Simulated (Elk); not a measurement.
**Electronic structure of magnetic AlNi3**

Aim: the bands and densities of states of AlNi3 in the lowest state of several starts.

Program: Elk 11.2.3 (patched build). Level of theory: PBE; all-electron APW+lo, Dirac cores, scalar-relativistic bands. Results are calculated unless marked as measured.

### Step 1. The structure

It takes space group Pm-3m (No. 221, cubic). Conventional cell: a = 3.523 Å, b = 3.523 Å, c = 3.523 Å, α = 90.00°, β = 90.00°, γ = 90.00°. Nearest to Al lie 12 Ni at 2.49 Å. Ni has 4 Al at 2.49 Å and 8 Ni at 2.49 Å nearest. Farther neighbours are not listed.

The cell comes from a database of computed structures and need not be the stable phase.

### Step 2. The magnetic state

Bands and densities of states are read from a converged potential, so the magnetic state comes first.

This is the lowest of the starts that converged (ferro +++).

Moments are seeded by fields in the spheres (the last three columns under atoms), set against the wanted direction and reduced each loop.

elk.in

```
tasks
  0
  33
  73

xctype
  20

reducebf
  0.5

epsengy
  1e-05

maxscl
  100

rgkmax
  7.0

nempty
  12

swidth
  0.003

lmaxi
  3

spinpol
  .true.

sppath
  './'

avec
  6.65760855553 0.00000000000 0.00000000000
  0.00000000000 6.65760855553 0.00000000000
  0.00000000000 0.00000000000 6.65760855553

atoms
  2
  'Al.in'
  1
  0.0000000000 0.0000000000 0.0000000000   0.000000 0.000000 0.000000
  'Ni.in'
  3
  0.0000000000 0.5000000000 0.5000000000   0.000000 0.000000 -0.030000
  0.5000000000 0.0000000000 0.5000000000   0.000000 0.000000 -0.030000
  0.5000000000 0.5000000000 0.0000000000   0.000000 0.000000 -0.030000

ngridk
  8 8 8

plot3d
  0 0 0
  1 0 0
  0 1 0
  0 0 1
  18 18 18
```

Run with:

```sh
OMP_NUM_THREADS=2 elk
```

Numbers of over 12 decimals in the logs are rounded to 6 here.

Output:

```text
Warning(gndstate): core states of species 1 leak from the muffin-tin :   0.4846517801E-03
Warning(gndstate): core states of species 2 leak from the muffin-tin :   0.4139351424E-03

--- INFO.OUT ---
┌─────────────────────────┐
│ Elk code version 11.2.3 │
└─────────────────────────┘

All units are atomic (Hartree, Bohr, etc.)

┌─────────────────────────────────────────────────┐
│ Ground-state run starting from atomic densities │
└─────────────────────────────────────────────────┘

Lattice vectors :
   6.657608556       0.000000000       0.000000000
   0.000000000       6.657608556       0.000000000
   0.000000000       0.000000000       6.657608556

Species : 1 (Al)
 parameters loaded from : Al.in
 name : aluminium
 nuclear charge    :   -13.00000000
 electronic charge :    13.00000000
 atomic mass :    49184.33496
 muffin-tin radius :    2.200000000
 number of radial points in muffin-tin :    793
 inner part over the whole radius :   0.9821194981E-02
 number on inner part of muffin-tin    :    552
 approximate nuclear radius :   0.5839653600E-04
 number of mesh points to nuclear radius :    244
 atomic positions (lattice), magnetic fields (Cartesian) :
  1 :   0.00000000  0.00000000  0.00000000    0.00000000  0.00000000  0.00000000

Species : 2 (Ni)
 parameters loaded from : Ni.in
 name : nickel
 nuclear charge    :   -28.00000000
 electronic charge :    28.00000000
 atomic mass :    106991.5231
 muffin-tin radius :    2.328820078
 number of radial points in muffin-tin :    993
 inner part over the whole radius :   0.9875947638E-02
 number on inner part of muffin-tin    :    700
 approximate nuclear radius :   0.7325707712E-04
 number of mesh points to nuclear radius :    335
 atomic positions (lattice), magnetic fields (Cartesian) :
  1 :   0.00000000  0.50000000  0.50000000    0.00000000  0.00000000 -0.03000000
  2 :   0.50000000  0.00000000  0.50000000    0.00000000  0.00000000 -0.03000000
  3 :   0.50000000  0.50000000  0.00000000    0.00000000  0.00000000 -0.03000000

Total number of atoms per unit cell :    4
Total muffin-tin volume :    203.3171288
 ratio of muffin-tin to unit cell volume :   0.6889999626

Spin treatment :
 spin-polarised
 global magnetic field (Cartesian) :    0.000000000       0.000000000       0.000000000
 collinear magnetisation in z-direction

Number of Bravais lattice symmetries :   48
Number of crystal symmetries         :   48
Crystal has inversion symmetry
Real symmetric eigensolver will be used

k-point grid :      8     8     8
k-point offset :    0.000000000       0.000000000       0.000000000
k-point set is reduced with full crystal symmetry group
Total number of k-points :       35

Muffin-tin radius times maximum |G+k| :    7.000000000
 using average radius
Maximum |G+k| for APW functions       :    3.047963991
Maximum (1/2)|G+k|²                   :    4.645042246
Maximum |G| for potential and density :    12.00000000
Constant for pseudocharge density :    7
 order of it for each species :   14  14
 order of it for pair densities of each species (exact exchange by exxq0 0: 14) :    9  10
Radial integration step length :    1

G-vector grid sizes :     27    27    27
Number of G-vectors :     8601

Maximum angular momentum used for
 APW functions            :    8
 outer part of muffin-tin :    6
 inner part of muffin-tin :    3

Number of empty states         :     48
Total number of valence states :    154
Total number of core states    :     40

Third-order local-orbitals added for an l without core states : T
Total number of local-orbitals :     76

Exchange-correlation functional :     20     0     0
 Perdew-Burke-Ernzerhof, Phys. Rev. Lett. 77, 3865 (1996)
 gradient requirement :    1
 generalised gradient approximation (GGA)

Smearing type :    3
 Fermi-Dirac
Smearing width :   0.3000000000E-02
Effective electronic temperature (K) :    947.3250744

Mixing type :    3
 Broyden mixing, J. Phys. A: Math. Gen. 17, L317 (1984)

Kohn-Sham potential initialised from atomic data

┌──────────────────────────────┐
│ Self-consistent loop started │
└──────────────────────────────┘

┌─────────────────┐
│ Loop number : 1 │
└─────────────────┘

Energies :
 Fermi                       :     0.219957
 sum of occupied eigenvalues :     -2757.3720631472
 electron kinetic            :      4877.6443708902
 core electron kinetic       :      4340.5561817405
 Coulomb                     :     -9473.9229959872
 Coulomb potential           :     -7353.9956940457
 nuclear-nuclear             :     -838.53197100836
 electron-nuclear            :     -9948.3259426095
 Hartree                     :      1312.9349176306
 Madelung                    :     -5796.9251489644
 xc potential                :     -280.82252747480
 xc effective B-field        :    -0.80147921322487E-01
 external B-field            :      0.000000
 exchange                    :     -204.96970244677
 correlation                 :     -4.551129
 electron entropic           :    -0.34856938011954E-02
 total energy                :     -4805.8029418046
 (external B-field energy excluded from total)

Density of states at Fermi energy :    119.6853710
 (states/Hartree/unit cell)

Estimated indirect band gap :   0.4468852922E-03
 from k-point 19 to k-point 13
Estimated direct band gap   :   0.2274754796E-02
 at k-point 6

Charges :
 core                        :    40.00000000
 valence                     :    57.00000000
 interstitial                :    3.634313996
 muffin-tins (core leakage)
  species : 1 (Al)
   atom 1                    :    11.37999898     (  0.5161991732E-03)
  species : 2 (Ni)
   atom 1                    :    27.32856234     (  0.4140243280E-03)
   atom 2                    :    27.32856234     (  0.4140243280E-03)
   atom 3                    :    27.32856234     (  0.4140243280E-03)
 total in muffin-tins        :    93.36568600
 total calculated charge     :    96.99739590
 total charge                :    97.00000000
 error                       :   0.2604098149E-02

Moments :
 interstitial                :  -0.1971490474
 muffin-tins
  species : 1 (Al)
   atom 1                    :  -0.7222766126E-01
  species : 2 (Ni)
   atom 1                    :   0.9966662556
   atom 2                    :   0.9966662556
   atom 3                    :   0.9966662556
 total in muffin-tins        :    2.917771105
 total moment                :    2.720622058

[... earlier loops left out ...]

┌──────────────────┐
│ Loop number : 19 │
└──────────────────┘

Energies :
 Fermi                       :     0.308605
 sum of occupied eigenvalues :     -2746.4501176572
 electron kinetic            :      4878.8299270880
 core electron kinetic       :      4340.6281856085
 Coulomb                     :     -9474.6140663991
 Coulomb potential           :     -7353.1553029053
 nuclear-nuclear             :     -838.53197100836
 electron-nuclear            :     -9950.6480005680
 Hartree                     :      1314.5659051772
 Madelung                    :     -5798.0364149465
 xc potential                :     -272.12160595883
 xc effective B-field        :    -0.31359519435446E-02
 external B-field            :      0.000000
 exchange                    :     -205.03181177180
 correlation                 :     -4.552955
 electron entropic           :    -0.31949502076867E-02
 total energy                :     -4805.3721005345
 (external B-field energy excluded from total)

Density of states at Fermi energy :    108.4126534
 (states/Hartree/unit cell)

Estimated indirect band gap :   0.2629313691E-03
 from k-point 29 to k-point 17
Estimated direct band gap   :   0.8294494012E-03
 at k-point 1

Charges :
 core                        :    40.00000000
 valence                     :    57.00000000
 interstitial                :    3.561833455
 muffin-tins (core leakage)
  species : 1 (Al)
   atom 1                    :    11.41370939     (  0.4846517801E-03)
  species : 2 (Ni)
   atom 1                    :    27.34148572     (  0.4139351424E-03)
   atom 2                    :    27.34148572     (  0.4139351424E-03)
   atom 3                    :    27.34148572     (  0.4139351424E-03)
 total in muffin-tins        :    93.43816655
 total calculated charge     :    96.99748001
 total charge                :    97.00000000
 error                       :   0.2519988760E-02

Moments :
 interstitial                :  -0.3049573754E-01
 muffin-tins
  species : 1 (Al)
   atom 1                    :  -0.1181822296E-01
  species : 2 (Ni)
   atom 1                    :   0.1844390020
   atom 2                    :   0.1844390020
   atom 3                    :   0.1844390020
 total in muffin-tins        :   0.5414987830
 total moment                :   0.5110030454

┌──────────────────────────────┐
│ Self-consistent loop stopped │
└──────────────────────────────┘

Warning : core states of species 1 leak from the muffin-tin :   0.4846517801E-03

Warning : core states of species 2 leak from the muffin-tin :   0.4139351424E-03

Wrote STATE.OUT
```

The job ended after 4.2 min (2 threads of Arm Neoverse V2, shared host; peak memory 0.23 GiB; 8.3 min of CPU time).

Spin moment in the muffin-tin sphere by atom:

```csv
atom,spin moment in the muffin-tin sphere (μB)
Al1,-0.012
Ni2,0.184
Ni3,0.184
Ni4,0.184
```

Numbers from this step:

```
density of states at the Fermi level : 3.984 states/eV/cell
moment between the spheres           : -0.03050 μB
magnetization                        : 0.5110 μB
final state                          : ferromagnetic
```

### Step 3. Bands and density of states

The potential is kept. Point names follow a standard table for this cell's lattice and can differ from other conventions. The density of states is interpolated from the levels on the mesh (so its value at the Fermi level can differ from the smeared one of the ground-state run), and the bands are solved anew along a path of special points.

elk.in

```
tasks
  10
  20
  15

xctype
  20

reducebf
  0.5

epsengy
  1e-05

maxscl
  100

rgkmax
  7.0

nempty
  12

swidth
  0.003

lmaxi
  3

spinpol
  .true.

sppath
  './'

avec
  6.65760855553 0.00000000000 0.00000000000
  0.00000000000 6.65760855553 0.00000000000
  0.00000000000 0.00000000000 6.65760855553

atoms
  2
  'Al.in'
  1
  0.0000000000 0.0000000000 0.0000000000   0.000000 0.000000 0.000000
  'Ni.in'
  3
  0.0000000000 0.5000000000 0.5000000000   0.000000 0.000000 -0.000030
  0.5000000000 0.0000000000 0.5000000000   0.000000 0.000000 -0.000030
  0.5000000000 0.5000000000 0.0000000000   0.000000 0.000000 -0.000030

ngridk
  8 8 8

wplot
  300 60 1
  -0.35000 0.25000

plot1d
  7 84
  0.00000000 0.00000000 0.00000000
  0.00000000 0.50000000 0.00000000
  0.50000000 0.50000000 0.00000000
  0.00000000 0.00000000 0.00000000
  0.50000000 0.50000000 0.50000000
  0.00000000 0.50000000 0.00000000
  0.50000000 0.50000000 0.50000000
```

Run with:

```sh
OMP_NUM_THREADS=2 elk
```

Output:

```text
┌─────────────────────────────────┐
│ Elk code version 11.2.3 started │
└─────────────────────────────────┘

Info(readinput): the functional depends on the density's gradient
 muffin-tin radial points multiplied by    2.00000
 (not where nrmtscf is given)

┌───────────────────┐
│ Current task : 10 │
└───────────────────┘
Info(checkmt): changed muffin-tin radius of species 2 (Ni) from   2.4000 to   2.3288

Info(writedos):
 Total density of states written to TDOS.OUT

 Partial density of states written to PDOS_Sss_Aaaaa.OUT
 for all species and atoms

 Spin-quantisation axis :    0.000000000       0.000000000       1.000000000

 Eigenvalues of a random matrix symmetrised with the site
 symmetries in the Yₗₘ basis written to ELMIREP.OUT for all
 species and atoms. Degenerate eigenvalues correspond to
 irreducible representations of each site symmetry group

 Interstitial density of states written to IDOS.OUT

 Fermi energy is at zero in plots

 DOS units are states/Hartree/unit cell

┌───────────────────┐
│ Current task : 20 │
└───────────────────┘

Info(bandstr):
 Band structure plot written to BAND.OUT

 Fermi energy is at zero in plot

 Vertex location lines written to BANDLINES.OUT

┌───────────────────┐
│ Current task : 15 │
└───────────────────┘

Info(writelsj):
 muffin-tin L, S and J expectation values written to LSJ.OUT

┌──────────────────┐
│ Elk code stopped │
└──────────────────┘
```

Wall time 2.8 min (2 threads); peak memory 0.31 GiB; 5.1 min of CPU time.

The electronic bands at the labelled points (eV, zero at the Fermi level; # counts the bands kept):

```csv
point,up #14,up #15,up #16,up #17,down #13,down #14,down #15,down #17
Γ,0.01,0.01,0.01,0.80,-0.02,0.31,0.31,0.78
0.45 of the way,-0.57,-0.54,-0.42,0.01,-0.53,-0.48,-0.41,0.31
X,-1.19,-1.04,-0.48,0.02,-1.00,-1.00,-0.87,0.32
0.55 of the way,-1.03,-0.76,-0.61,-0.54,-0.92,-0.88,-0.62,-0.24
M,-1.23,-0.95,-0.94,-0.58,-1.19,-1.14,-0.82,-0.48
halfway,-0.73,-0.72,-0.33,-0.01,-0.85,-0.60,-0.53,0.08
Γ,0.01,0.01,0.01,0.80,-0.02,0.31,0.31,0.78
halfway,-0.90,-0.90,-0.13,0.55,-1.00,-0.76,-0.76,0.59
R,-1.05,-1.05,-0.31,-0.18,-1.21,-0.92,-0.92,0.08
halfway,-0.97,-0.96,-0.64,-0.28,-0.84,-0.83,-0.79,-0.01
X,-1.19,-1.04,-0.48,0.02,-1.00,-1.00,-0.87,0.32
0.47 of the way,-1.03,-0.91,-0.64,-0.28,-0.85,-0.84,-0.79,-0.01
R,-1.05,-1.05,-0.31,-0.18,-1.21,-0.92,-0.92,0.08
```

The density of states has structure finer than the step of the table below, so its rows give means over 0.5 eV, whole bins alone (the curve runs from -9.52 to 6.75 eV). Peaks (eV: height): up -3.32: 5.47, -2.88: 4.32, -2.12: 6.12, -1.20: 7.76; down -3.21: 4.78, -2.67: 4.69, -1.96: 6.16, -0.87: 7.36; Al1 p up -4.03: 0.0802, -3.16: 0.194, -2.61: 0.0904, 1.41: 0.0847; Al1 p down -4.14: 0.0835, -3.10: 0.225, -2.50: 0.105, 1.52: 0.0889; Ni2 d up -3.32: 1.36, -2.88: 1.17, -2.12: 1.79, -1.20: 2.45.

The density of states by energy, zero at the Fermi level; means over each step; values in states/eV/cell:

```csv
energy (eV),up,down,Al1 p up,Al1 p down,Ni2 d up,Ni2 d down
-9.0,0.165,0.165,0.00279,0.00281,7.1e-4,7.1e-4
-8.5,0.216,0.215,0.00474,0.00474,0.00149,0.00145
-8.0,0.283,0.285,0.00657,0.00661,0.00305,0.00301
-7.5,0.334,0.333,0.00764,0.00761,0.00574,0.00558
-7.0,0.308,0.306,0.00794,0.00791,0.00889,0.00857
-6.5,0.366,0.359,0.0138,0.0137,0.0171,0.0162
-6.0,0.448,0.441,0.0215,0.0214,0.0333,0.0315
-5.5,0.423,0.404,0.0370,0.0357,0.0274,0.0245
-5.0,0.815,0.765,0.0606,0.0598,0.0846,0.0718
-4.5,1.07,0.994,0.0645,0.0622,0.162,0.143
-4.0,1.31,1.26,0.0666,0.0748,0.260,0.231
-3.5,2.77,1.82,0.0804,0.0583,0.663,0.402
-3.0,3.87,3.57,0.113,0.136,1.03,0.913
-2.5,3.12,3.51,0.0658,0.0716,0.833,0.935
-2.0,3.75,4.02,0.0372,0.0365,1.09,1.16
-1.5,3.20,2.58,0.0194,0.0258,0.971,0.755
-1.0,6.27,6.18,0.0136,0.0137,1.95,1.91
-0.5,3.60,3.87,0.00983,0.0114,1.08,1.16
0.0,1.46,2.45,0.0140,0.0132,0.405,0.726
0.5,0.334,0.463,0.0220,0.0172,0.0665,0.113
1.0,0.660,0.450,0.0431,0.0270,0.144,0.106
1.5,0.953,1.06,0.0786,0.0786,0.173,0.216
2.0,0.611,0.692,0.0575,0.0613,0.0943,0.116
2.5,0.517,0.550,0.0534,0.0546,0.0694,0.0794
3.0,0.444,0.470,0.0482,0.0497,0.0525,0.0599
3.5,0.320,0.350,0.0363,0.0390,0.0339,0.0396
4.0,0.255,0.237,0.0219,0.0222,0.0301,0.0279
4.5,0.449,0.408,0.0267,0.0253,0.0543,0.0530
5.0,0.656,0.644,0.0465,0.0450,0.0698,0.0720
5.5,0.711,0.725,0.0592,0.0604,0.0671,0.0717
6.0,0.614,0.638,0.0410,0.0448,0.0538,0.0583
```

### Step 4. Results

```json
{"state": "ferromagnetic", "largest moment": "0.184 μB"}
```

Right at the Fermi level (the table gives means over its steps) the density of states is 0.96 states/eV a cell for spin up and 3.1 for spin down. Within the window shown, the centres of the Ni2 d states of the two spins lie 0.18 eV apart, a rough measure of the splitting of the spins. The state is the lowest of the starts that converged; no opposed start was among them. These are Kohn–Sham levels without spin–orbit coupling.

[Logs and program files are shortened in this print: banners, set-up blocks, solver, clock and traceback lines can be left out without a mark of their own.]

[Logs are printed without paths, hosts, clocks, repeated set-up lines and the standing remarks that a program may print on its own settings, such as how far it seeks lower states.]

[Hosts, paths, dates, database ids (printed as entryN), source tags and the programs' standing remarks are cut or masked in the printed files.]

[Where a cell is said to come from a database of computed structures, the database is the Materials Project.]
